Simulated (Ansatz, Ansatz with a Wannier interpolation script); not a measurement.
Planning a run of Ansatz 0.2.0 on AlN (P6_3mc). The input:

```yaml
crystal:
  lattice:
    - [3.1129999989, 0.0, 0.0]
    - [-1.5564999994, 2.695937081, 0.0]
    - [0.0, 0.0, 4.981]
  atoms:
    - { symbol: Al, position: [0.3333333333, 0.6666666667, -0.0009165597] }
    - { symbol: Al, position: [0.6666666667, 0.3333333333, 0.4990834403] }
    - { symbol: "N", position: [0.3333333333, 0.6666666667, 0.3809165597] }
    - { symbol: "N", position: [0.6666666667, 0.3333333333, 0.8809165597] }
kpoints:
  mp_grid: { grid: [9, 9, 4] }
hamiltonian:
  xc: lda
scf:
  occupations: { method: fixed }
gw:
  n_empty_bands: 192
  ecut_chi: 160.0
  qp_bands: [v6, c2]
  screening: { model: contour_deformation }
```

The database entry behind the starting cell differs from later determinations by our own check (inner coordinate u about 0.002 short), so it need not match the best structure at ambient conditions.

```sh
ansatz run input.yaml --threads 16 --pin off --max-ram 64512MiB --backend cuda --events-out ev --progress --plain --runs-dir out --devices 1 --max-vram 78GiB
```

**Question.** How long will it take on 1 × NVIDIA GB200 (shared by 2 runs) with 16 threads of Arm Neoverse V2, shared host, and how much memory?

It took 15 s; on shared hardware allow 7.6 s to 30 s. Peak host memory was 1.3 GiB. The sizes that set the cost: 809 plane waves a state, 36 irreducible k points, 200 bands summed, 197 plane waves in the screening and 6 SCF cycles.

The screening grows as filled bands × empty bands × pairs of k points, times the square of the screening basis for the matrix.

[Paths, hosts, dates, memory and timing lines, banners, echoed tables and standing remarks are left out of the program output.]

[Logs are printed without paths, hosts, clocks, repeated set-up lines and the standing remarks that a program may print on its own settings, such as how far it seeks lower states.]

[Runs of the session that timed out or met a known fault of the program may be left out.]

[Hosts, paths, dates, database ids (printed as entryN), source tags and the programs' standing remarks are cut or masked in the printed files.]
